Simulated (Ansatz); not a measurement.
# NaVSe3 (model cell, started as cubic perovskite with V in the octahedra): following an unstable mode

Wanted: the energy along a soft mode of NaVSe3 (model cell, started as cubic perovskite with V in the octahedra) and the structure at the end.

Method: DFT PBE, scalar-relativistic, plane waves, PAW; PAW set soft_1, in Ansatz 0.2.0.

The structure was built from a prototype and need not be the compound's stable phase.

## 1. The structure

It takes space group Pm-3m (No. 221, cubic). The conventional cell has a = 4.893 Å, b = 4.893 Å, c = 4.893 Å, α = 90.00°, β = 90.00°, γ = 90.00°. Nearest to Na lie 12 Se at 3.46 Å. Nearest to V lie 6 Se at 2.45 Å. Se has 2 V at 2.45 Å and 4 Na at 3.46 Å nearest. Farther neighbours and most contacts between anions are not listed.

## 2. The dispersion

The cell comes from relaxations at this level that are not shown. Stability and thermal properties need the whole zone. Linear response on a 2×2×2 q mesh gives force constants as far as a supercell of that size would.

Input file input.yaml:

```yaml
crystal:
  lattice:
    - [4.8932201373, 0.0, 0.0]
    - [0.0, 4.8932201373, 0.0]
    - [0.0, 0.0, 4.8932201373]
  atoms:
    - { symbol: Na, position: [0.0, 0.0, 0.0] }
    - { symbol: V, position: [0.5, 0.5, 0.5] }
    - { symbol: Se, position: [0.5, 0.5, 0.0] }
    - { symbol: Se, position: [0.5, 0.0, 0.5] }
    - { symbol: Se, position: [0.0, 0.5, 0.5] }
kpoints:
  mp_grid: { grid: [8, 8, 8] }
hamiltonian:
  xc: pbe
  pseudopotentials: { kind: paw, azcp: { folder: soft_1 } }
scf:
  occupations: { method: methfessel_paxton, width: 0.2 }
output:
  eigenvalues: true
phonons:
  method: dfpt
  qmesh: [2, 2, 2]
  temperatures: { t_max: 1000, t_step: 50 }
  qpath:
    path:
      - [[0.0, 0.0, 0.0], [0.0, 0.5, 0.0], [0.5, 0.5, 0.0], [0.0, 0.0, 0.0], [0.5, 0.5, 0.5], [0.0, 0.5, 0.0]]
      - [[0.5, 0.5, 0.5], [0.5, 0.5, 0.0]]
    npoints: 10
```

The run is started by

```bash
> ansatz run input.yaml --threads 4 --pin off --max-ram 16384MiB --backend cpu --events-out ev --progress --plain --runs-dir out
```

Numbers of over 12 decimals in the logs are rounded to 6 here.

What it wrote:

```text
Engine: ansatz 0.2.0, aarch64-unknown-linux-gnu
Pseudopotentials: kind: paw
Pseudopotential: Na, paw, valence charge 9, recommended cutoff 420 eV (normal), soft_1/Na.paw.azcp
Pseudopotential: V, paw, valence charge 13, recommended cutoff 420 eV (normal), soft_1/V.paw.azcp
Pseudopotential: Se, paw, valence charge 16, recommended cutoff 420 eV (normal), soft_1/Se.paw.azcp
Functional definition: PBE
  parameter kappa = 0.804
  parameter beta = 0.066725
  exchange = pbe_x(kappa = kappa, mu = beta*pi^2/3)
  correlation = pbe_c(beta = beta)
Crystal: 5 atoms, lattice volume = 117.161 Å³
Basis set: ecut = 420 eV, 2301 PW (Γ), exchange–correlation on 72×72×72 points (8 copies of the dense FFT grid, shifted against one another)
Bands: 42, of which v1, the nominal top of the filled ones, is band 35 counted from 1 (34 counted from 0)
Symmetry: 48 space group operations
k-points: 35 of 512
Non-local potential: Na, projectors of the file, l = 0: 3, l = 1: 2, l = 2: 1
Non-local potential: V, projectors of the file, l = 0: 3, l = 1: 2, l = 2: 3, l = 3: 1
Non-local potential: Se, projectors of the file, l = 0: 2, l = 1: 2, l = 2: 3, l = 3: 1
PAW form: soft (Blöchl's): semilocal exchange-correlation on the pseudo side does not see the compensation charge
PAW one-centre angular grid: Na, 110 points (default); XC on 64 Gauss nodes
PAW one-centre angular grid: V, 590 points (default); XC on 64 Gauss nodes
PAW one-centre angular grid: Se, 590 points (default); XC on 64 Gauss nodes
Initial density: superposition of atomic densities (chi_scale 0.1, normalization cell, long waves kept (reshape's long-wave potential 0.00 eV rms))
Initial wavefunctions: pseudopotential atomic-orbital guess
Functional: x = pbe(κ = 0.804, μ = 0.219515), c = pbe(β = 0.066725)
SCF iter   1: F=—  HF=-20814.864335 eV  |F-HF|=—  |Δ(HF+E_count)|=         —  Δρ=2.52e-1  dr2=1.22e2  ethr=3.10e-3  ⟨swp⟩=5.6  Hψ=5065  notcnv=0
preconditioner: auto → LDOS  [metal: Δε(μ)=0.051 eV  Ē_g=7.100 eV  σ=0.200 eV  W_gap=0.21  n_scr=26 (ndim 8)  ℏωp=16.8 eV  f_vac=0.015  D(μ)=7.84/eV (n_scr^D=80)  β→1.0]
SCF iter   2: F=—  HF=-20809.353087 eV  |F-HF|=—  |Δ(HF+E_count)|=    5.51e0  S|Δr|=    0.00e0  Δρ=7.89e-2  dr2=1.17e1  ethr=3.10e-3  ⟨swp⟩=3.8  Hψ=3394  notcnv=0  defer=11
SCF iter   3: F=—  HF=-20808.874646 eV  |F-HF|=—  |Δ(HF+E_count)|=   4.78e-1  S|Δr|=    0.00e0  Δρ=3.47e-2  dr2=5.71e-1  ethr=3.10e-3  ⟨swp⟩=3.1  Hψ=3160  notcnv=0  defer=9
SCF iter   4: F=—  HF=-20808.465443 eV  |F-HF|=—  |Δ(HF+E_count)|=   4.09e-1  S|Δr|=    0.00e0  Δρ=4.24e-3  dr2=2.44e-2  ethr=8.16e-4  ⟨swp⟩=2.6  Hψ=3104  notcnv=0
SCF iter   5: F=—  HF=-20808.468216 eV  |F-HF|=—  |Δ(HF+E_count)|=   2.77e-3  S|Δr|=    0.00e0  Δρ=1.55e-3  dr2=2.75e-3  ethr=3.49e-5  ⟨swp⟩=2.0  Hψ=1980  notcnv=0
SCF iter   6: F=—  HF=-20808.468287 eV  |F-HF|=—  |Δ(HF+E_count)|=   7.06e-5  S|Δr|=    0.00e0  Δρ=3.56e-4  dr2=1.65e-4  ethr=3.93e-6  ⟨swp⟩=2.1  Hψ=2250  notcnv=0
SCF iter   7: F=—  HF=-20808.468323 eV  |F-HF|=—  |Δ(HF+E_count)|=   3.59e-5  S|Δr|=    0.00e0  Δρ=1.53e-4  dr2=3.24e-5  ethr=2.36e-7  ⟨swp⟩=2.3  Hψ=2643  notcnv=0
SCF iter   8: F=—  HF=-20808.468328 eV  |F-HF|=—  |Δ(HF+E_count)|=   5.32e-6  S|Δr|=    0.00e0  Δρ=2.14e-5  dr2=3.10e-7  ethr=4.63e-8  ⟨swp⟩=1.6  Hψ=1710  notcnv=0
SCF iter   9: F=—  HF=-20808.468330 eV  |F-HF|=—  |Δ(HF+E_count)|=   1.59e-6  S|Δr|=    0.00e0  Δρ=5.56e-6  dr2=3.13e-8  ethr=4.43e-10  ⟨swp⟩=2.0  Hψ=2743  notcnv=0
SCF iter  10: F=—  HF=-20808.468330 eV  |F-HF|=—  |Δ(HF+E_count)|=   2.06e-8  S|Δr|=    0.00e0  Δρ=1.29e-6  dr2=2.62e-9  ethr=4.47e-11  ⟨swp⟩=2.0  Hψ=1759  notcnv=0
SCF iter  11: F=-20808.468330 eV  HF=-20808.468330 eV  |F-HF|=0.00e0  |Δ(HF+E_count)|=  4.69e-10  S|Δr|=    0.00e0  Δρ=6.58e-8  dr2=8.92e-12  ethr=1.00e-12  ⟨swp⟩=4.9  Hψ=6788  notcnv=0
the search or the solves at the SCF's close seem to have found levels that the self-consistency loop had missed (the run counts 1). By its estimate they hold under 1e-12 electrons; where the run keeps them, the occupations were computed again with them
SCF 1 converged in 11 iterations: F = -20808.468330 eV  dr2 = 8.92e-12
  greatest PAW one-centre occupation: 1.000 electrons in one spin orbital (limit 2), on the Se atom at site 2 (counted from 0), in its partial waves of l = 2
Initial density: read from a saved state, or passed on in memory by an earlier SCF of this step, an earlier step, the calling program or the single point that the run made first
iter 1 solved again at ethr=2.43e-7 eV; its pass at ethr=3.10e-3 eV (dr2=1.70e-4 eV) is discarded
SCF iter   1: F=—  HF=-20808.468330 eV  |F-HF|=—  |Δ(HF+E_count)|=         —  Δρ=5.24e-7  dr2=2.29e-10  ethr=2.43e-7  ⟨swp⟩=3.0  Hψ=8395  notcnv=0
eigensolver tolerance schedule: the retry pair's looser diagonalisation over-reported the residual by 740783.21 of it (diagonalisation noise at an unbounded share of the residual, at the tolerance the schedule requests for it); recorded, not acted on — ethr = c·dr2/N_el stays at c = 1.0e-1
preconditioner: auto → LDOS  [metal: Δε(μ)=0.071 eV  Ē_g=7.438 eV  σ=0.200 eV  W_gap=0.30  n_scr=26 (ndim 8)  ℏωp=16.8 eV  f_vac=0.118  D(μ)=3.39/eV (n_scr^D=26)  β→1.0]
SCF iter   2: F=—  HF=-20808.468330 eV  |F-HF|=—  |Δ(HF+E_count)|=   1.15e-7  S|Δr|=    0.00e0  Δρ=7.12e-7  dr2=5.36e-10  ethr=1.00e-12  ⟨swp⟩=3.9  Hψ=4372  notcnv=0
SCF iter   3: F=—  HF=-20808.468330 eV  |F-HF|=—  |Δ(HF+E_count)|=  1.42e-10  S|Δr|=    0.00e0  Δρ=2.86e-7  dr2=6.17e-11  ethr=1.00e-12  ⟨swp⟩=2.5  Hψ=2642  notcnv=0
SCF iter   4: F=—  HF=-20808.468330 eV  |F-HF|=—  |Δ(HF+E_count)|=  7.28e-12  S|Δr|=    0.00e0  Δρ=2.05e-7  dr2=3.37e-11  ethr=1.00e-12  ⟨swp⟩=1.0  Hψ=1470  notcnv=0
SCF iter   5: F=—  HF=-20808.468330 eV  |F-HF|=—  |Δ(HF+E_count)|=  7.28e-12  S|Δr|=    0.00e0  Δρ=1.53e-7  dr2=1.90e-11  ethr=1.00e-12  ⟨swp⟩=1.0  Hψ=1470  notcnv=0
SCF iter   6: F=-20808.468330 eV  HF=-20808.468330 eV  |F-HF|=0.00e0  |Δ(HF+E_count)|=  3.64e-12  S|Δr|=    0.00e0  Δρ=1.62e-8  dr2=2.90e-13  ethr=1.00e-12  ⟨swp⟩=2.0  Hψ=4156  notcnv=0
SCF 2 converged in 6 iterations: F = -20808.468330 eV  dr2 = 2.90e-13
phonons: the bands overlap, so this run is a metal and interpolates without the dipole-dipole term. If the crystal is really an insulator or semiconductor, its LO-TO splitting is missing
NSCF: frozen V_eff on 35 k-points
WARN: eigensolver did not converge (k=5): 1 band(s) unlocked after 20 sweeps at ethr=1.09e-12 eV (storage-precision floor; scheduled 1.00e-12 eV) (lowest unlocked band 41, counted from 0; max residual 3.06e-5 eV among the unlocked bands, 3.06e-5 eV over every band; other slots of this pass that fall short are told together in one closing line; warning suppressed until the next SCF loop or pass starts)
WARN: eigensolver did not converge in 5 slots of this pass, the one above among them; of largest residual over every band (k=9): 1 band(s) unlocked (lowest unlocked band 41, counted from 0; max residual 3.07e-3 eV among the unlocked bands, 3.07e-3 eV over every band); of lowest unlocked band (k=5): band 41
NSCF: frozen V_eff on 125 k-points
DFPT response loops at q = (0, 0, 0) (fractional): preconditioner auto → Kerker (q_TF=auto, 2.504 Å⁻¹) (partly filled bands, converged f_vac=0.118); β = 1.00, the filter's whole step (`scf.mixing.beta` (0.50) is not read by the response loops under this deck's `scf.mixing.preconditioner`; to damp them name `kerker` or `kerker_dos`, under which they read `scf.mixing.beta`, and type it under 1.00, their step now; both keys bind the ground state too); Broyden in place of MSR1
NSCF: frozen V_eff on 250 k-points
DFPT response loops at q = (0, 0, -0.5) (fractional): mixed as the last ones told, above
NSCF: frozen V_eff on 250 k-points
DFPT response loops at q = (0, -0.5, -0.5) (fractional): mixed as the last ones told, above
NSCF: frozen V_eff on 250 k-points
DFPT response loops at q = (-0.5, -0.5, -0.5) (fractional): mixed as the last ones told, above
SCF converged after 11 iterations
Stability not checked: this state was not tested for a lower state beside it, because cold or Methfessel-Paxton smearing, or corrected tetrahedra, fill the levels in a way that the test cannot read (fill_not_monotonic; see scf.lower_state_search)
Free energy (F): -20808.468330 eV
Harris-Foulkes:  -20808.468330 eV  (|F-HF|=0.00e0)
Internal energy: -20808.476472 eV  (E = F + TS)
E sigma→0 (E₀):  -20808.470365 eV
Entropy (-TS):   0.008142 eV (1.628 meV/atom)
Fermi energy:    7.350190 eV
--- Per-component energies (eV) ---
  E_band       = -1653.597229
  E_kinetic    = 740.245468
  E_local      = -11388.431623  (includes V_loc(G=0)·N_el)
  E_nonlocal   = -704.248963
  E_hartree    = 5518.967988
  E_xc         = -406.914974
  E_vxc        = -463.628822  (∫ρ·V_xc dr)
  E_paw        = -7808.839094  (= ΣΔE_a)
  E_vpaw       = -875.469159  (= ΣTr[D̂ρ^β])
  E_aug_tail   = 0.000081  (compensation charges beyond the density's cutoff)
  E_ewald      = -6759.255354
  E_smearing   = 0.008142  (= −TS)
  E_closure    = 0.000000  (closes the sum)
  Σ components = -20808.468330   (vs F -20808.468330, Δ=0.00e0)
--- Band table (eV; the first three rows and the last of 35) ---
  k-point 0: bands = [... 31 lower, 6.2427, 6.4745, 6.4745, 6.4745, 7.0754, 7.0754, 7.0754, 7.5632, ... 3 higher]
  k-point 1: bands = [... 31 lower, 6.1419, 6.3657, 6.4783, 6.6949, 6.6949, 7.3090, 7.3090, 7.5671, ... 3 higher]
  k-point 2: bands = [... 31 lower, 5.4726, 5.9198, 6.4875, 6.7701, 6.7701, 7.5740, 7.7415, 7.7415, ... 3 higher]
  k-point 34: bands = [... 31 lower, 3.5383, 7.8302, 7.8302, 7.8302, 8.0036, 8.0036, 8.0036, 9.4839, ... 3 higher]
--- Phonons (Γ-DFPT): 4 representative perturbations + reference (Σ response iterations 12) ---
  ASR residual: 5.461e-5 → 0.000e0 eV/Å²; symmetrization residual: 8.115e-6 eV/Å²
  ASR residual per site (eV/Å²): 2.63e-5 5.46e-5 5.90e-6 5.90e-6 5.90e-6
  Γ frequencies (cm⁻¹): -132.75 -132.75 -132.75 0.00 0.00 0.00 28.28 28.28 28.28 36.52 36.52 36.52 200.15 200.15 200.15
--- Phonons (arbitrary-q DFPT): 4 irreducible q on the 2×2×2 mesh ---
  q = [0.0000, 0.0000, 0.0000] (star 1, of the zone-centre solve; hermiticity 1.96e-6, symmetrization 1.64e-11): -132.75 -132.75 -132.75 -0.00 0.00 0.00 28.28 28.28 28.28 36.52 36.52 36.52 200.15 200.15 200.15
  q = [0.0000, 0.0000, -0.5000] (star 3, 9 solved perturbations in 975 linear systems a pass and spin channel, the states on 125 of 512 k-point pairs; hermiticity 6.53e-7, symmetrization 1.32e-11): -122.59 -122.59 4.34 4.34 37.18 37.18 46.65 50.24 52.27 84.75 84.75 124.93 190.22 190.22 206.31
  q = [0.0000, -0.5000, -0.5000] (star 3, 9 solved perturbations in 975 linear systems a pass and spin channel, the states on 125 of 512 k-point pairs; hermiticity 8.74e-7, symmetrization 3.52e-11): -114.06 -48.67 -46.34 -46.34 36.92 50.50 50.50 65.85 83.22 83.22 125.87 125.87 127.66 178.75 230.17
  q = [-0.5000, -0.5000, -0.5000] (star 1, 4 solved perturbations in 350 linear systems a pass and spin channel, the states on 125 of 512 k-point pairs; hermiticity 2.51e-7, symmetrization 4.59e-11): -91.22 -91.22 -49.22 -49.22 -49.22 40.80 40.80 40.80 87.91 87.91 87.91 126.83 126.83 126.83 251.65
  sum rule: each row above includes the acoustic sum rule's correction from the zone centre's row sums; it moved no ω² by more than (0.56 cm⁻¹)²
  mesh force constants: q→R imaginary residual 3.42e-18; ASR residual 5.461e-5 → 0.000e0 eV/Å²; symmetrization residual 1.243e-14 eV/Å²
  interpolated dispersion: 62 rows × 15 modes
  density of states and harmonic sums: on the 14×14×14 q-mesh, interpolated from the force constants of a 2×2×2 supercell (no non-analytic term)
  largest difference from the sums on the solved wave vectors: F 2.92e-1 eV, S 3.70e-4 and C_V 7.78e-5 eV/K
  zero-point energy: 0.064250 eV/cell   skipped modes (ω ≤ 0): 535, of them read as no rigid motion or as one in doubt: 532 (4.528e0 modes/cell left out, lowest -132.75 cm⁻¹)   left out of the sums: 3.02e-1 of the cell's modes: C_V's classical limit lies that fraction below 3 k_B per atom; for a crystal, a wire or a layer, F and S can be off by more, and a phonons.interpolated_qmesh denser along its periods is the remedy for the sampling
```

Elapsed: 8.6 min, on 4 threads of Arm Neoverse V1, shared host; peak memory 1.8 GiB.

The column dr2 measures how far the density is from self-consistency, as an energy; F and HF (Harris–Foulkes) agree once it is small.

This run has no spin polarisation, although V can carry a moment.

This step gave:

* volume per atom: 23.43 Å³
* gap on the k-mesh: 0 eV
* sum-rule residual before enforcement: 5.46e-5 eV/Å²
* lowest frequency on the path: -132.8 cm⁻¹
* point group: m-3m
* highest frequency on the path or at a solved wavevector: 251.7 cm⁻¹
* highest optical mode at the zone centre (no LO-TO term): 200.2 cm⁻¹
* lowest optical zone-centre mode: -132.8 cm⁻¹
* lowest mode on the q mesh (acoustic modes at Γ apart): -132.8 cm⁻¹

Frequencies (cm⁻¹) solved at each irreducible wavevector; negative means imaginary. Frequencies by wavevector, by row:

```csv
q in reciprocal lattice units,star,mode 1,mode 2,mode 3,mode 4,mode 13,mode 14,mode 15
0 0 0,1,-132.8,-132.8,-132.8,0,200.2,200.2,200.2
0 0 -0.5,3,-122.6,-122.6,4.3,4.3,190.2,190.2,206.3
0 -0.5 -0.5,3,-114.1,-48.7,-46.3,-46.3,127.7,178.8,230.2
-0.5 -0.5 -0.5,1,-91.2,-91.2,-49.2,-49.2,126.8,126.8,251.7
```

Interpolated from a 2×2×2 q mesh. Phonon branches along the path, in cm⁻¹:

```csv
point,branch 1,branch 2,branch 3,branch 4,branch 12,branch 13,branch 14,branch 15
Γ,-133,-133,-133,0,36,200,200,200
halfway,-127,-127,-76,10,79,196,196,203
X,-123,-123,4,4,125,190,190,206
halfway,-117,-79,-31,-20,126,142,185,225
M,-114,-49,-46,-46,126,128,179,230
halfway,-121,-78,-74,-28,100,167,191,219
Γ,-133,-133,-133,0,36,200,200,200
halfway,-73,-73,-73,-33,105,156,156,235
R,-91,-91,-49,-49,127,127,127,252
halfway,-78,-70,-36,-35,124,124,140,242
X,-123,-123,4,4,125,190,190,206
jump to R,-91,-91,-49,-49,127,127,127,252
halfway,-76,-49,-45,-36,119,119,127,247
M,-114,-49,-46,-46,126,128,179,230
```

Symmetry leaves 4 wavevectors to solve. The lowest mode among them, the acoustic zeros apart, lies at Γ and is imaginary, 132.8i cm⁻¹, so the energy falls along it.

## 3. The mode frozen in, largest atomic shift 0 Å

The mode followed lies at Γ with frequency 132.8i cm⁻¹ and is 3-fold degenerate, the softest among the wavevectors solved. At small amplitude the distorted cell has space group no. 99 by a symmetry search on the positions. The undistorted cell that holds it gives the zero of energy on the same k mesh.

input.yaml, the sections that differ from step 2:

```yaml
output:
  forces: true
  stress: true
  eigenvalues: true
# crystal, kpoints, hamiltonian, scf: as in step 2
# phonons: removed
```

What it wrote:

```text
[...]
Crystal: 5 atoms, lattice volume = 117.161 Å³
Basis set: ecut = 420 eV, 2301 PW (Γ), exchange–correlation on 72×72×72 points (8 copies of the dense FFT grid, shifted against one another)
Bands: 42, of which v1, the nominal top of the filled ones, is band 35 counted from 1 (34 counted from 0)
Symmetry: 48 space group operations
[...]
k-points: 35 of 512
[...]
k-point 0: bands = [... 31 lower, 6.2427, 6.4745, 6.4745, 6.4745, 7.0754, 7.0754, 7.0754, 7.5633, ... 3 higher]
  k-point 1: bands = [... 31 lower, 6.1419, 6.3658, 6.4783, 6.6949, 6.6949, 7.3090, 7.3090, 7.5672, ... 3 higher]
  k-point 2: bands = [... 31 lower, 5.4726, 5.9199, 6.4876, 6.7701, 6.7701, 7.5741, 7.7415, 7.7415, ... 3 higher]
  k-point 34: bands = [... 31 lower, 3.5384, 7.8302, 7.8302, 7.8302, 8.0037, 8.0037, 8.0037, 9.4839, ... 3 higher]
[key lines of the parts left out:]
SCF converged after 9 iterations
Free energy (F): -20808.468330 eV
Fermi energy:    7.350207 eV
P = ⅓ Tr σ = -0.0047 GPa (-0.047 kbar)
```

Wall time 3.7 s (4 threads); peak memory 0.51 GiB; 14 s of CPU time.

Numbers from this step:

- pressure: -0.004715 GPa
- energy from the undistorted cell: 0 meV/atom

The run ends at a pressure of 0.00 GPa.

## 4. The mode frozen in, largest atomic shift 0.32 Å

The atoms are moved along the unstable eigenvector, the largest shift by 0.32 Å, with the cell fixed.

input.yaml, the sections that differ from step 3:

```yaml
crystal:
  lattice:
    - [4.8932201373, 0.0, 0.0]
    - [0.0, 4.8932201373, 0.0]
    - [0.0, 0.0, 4.8932201373]
  atoms:
    - { symbol: Na, position: [0.0, -0.0009095011, 0.0] }
    - { symbol: V, position: [0.5, 0.5653966082, 0.5] }
    - { symbol: Se, position: [0.5, 0.4774538868, 0.0] }
    - { symbol: Se, position: [0.5, 0.0031718746, 0.5] }
    - { symbol: Se, position: [0.0, 0.4774538868, 0.5] }
# kpoints, hamiltonian, scf, output: as in step 3
```

What it wrote:

```text
[...]
Crystal: 5 atoms, lattice volume = 117.161 Å³
Basis set: ecut = 420 eV, 2301 PW (Γ), exchange–correlation on 72×72×72 points (8 copies of the dense FFT grid, shifted against one another)
Bands: 42, of which v1, the nominal top of the filled ones, is band 35 counted from 1 (34 counted from 0)
Symmetry: 8 space group operations
[...]
k-points: 75 of 512 (time reversal used)
[...]
k-point 0: bands = [... 31 lower, 5.9679, 6.1702, 6.6210, 6.6210, 6.6672, 8.1202, 8.1202, 8.1913, ... 3 higher]
  k-point 1: bands = [... 31 lower, 5.9495, 6.0174, 6.1428, 6.6070, 7.2358, 7.4057, 8.1261, 8.3931, ... 3 higher]
  k-point 2: bands = [... 31 lower, 5.5133, 5.7825, 5.8924, 6.1967, 7.4534, 7.7086, 8.1422, 8.4473, ... 3 higher]
  k-point 74: bands = [... 31 lower, 3.9641, 7.4802, 7.4802, 7.9068, 7.9575, 8.1729, 8.1729, 9.6494, ... 3 higher]
[key lines of the parts left out:]
SCF converged after 14 iterations
Free energy (F): -20808.571525 eV
Fermi energy:    7.374716 eV
P = ⅓ Tr σ = 1.7343 GPa (17.343 kbar)
```

Run time: 20 s. Hardware: 4 threads; peak memory 0.59 GiB; 79 s of CPU time.

This step gave:

```yaml
pressure: 1.734 GPa
energy_from_the_undistorted_cell: -20.33 meV/atom
```

The energy, extrapolated to zero smearing, is -20.33 meV/atom against the undistorted cell.

The run ends at a pressure of 1.73 GPa, with forces up to 1.1 eV/Å.

## 5. Energy along the mode, all amplitudes (two of the runs are shown above)

An imaginary frequency means negative curvature, so the energy should fall and then rise again as anharmonic terms take over.

This step gave:

| Property | Result |
| --- | --- |
| depth at the lowest point sampled | 20.33 meV/atom |
| largest atomic shift at that point | 0.32 Å |

Energy from the parent against largest atomic shift:

```csv
largest atomic shift (Å),energy from the parent (meV/atom)
0.000,0
0.040,-0.677
0.080,-2.54
0.140,-6.58
0.220,-13.3
0.320,-20.3
0.450,14.9
```

Displacement at unit largest shift by atom:

```csv
atom,x (Å),y (Å),z (Å),size
Na1,0.00,-0.01,0.00,0.01
V2,0.00,1.00,0.00,1.00
Se3,0.00,-0.34,0.00,0.34
Se4,0.00,0.05,0.00,0.05
Se5,0.00,-0.34,0.00,0.34
```

The lowest of the steps tried is at 0.32 Å, 20.3 meV/atom below the parent; the bottom of the well need not coincide with a step.

(Continued in part 2 of 3.)

[Logs are printed without paths, hosts, clocks, repeated set-up lines and the standing remarks that a program may print on its own settings, such as how far it seeks lower states.]

[Hosts, paths, dates, database ids (printed as entryN), source tags and the programs' standing remarks are cut or masked in the printed files.]
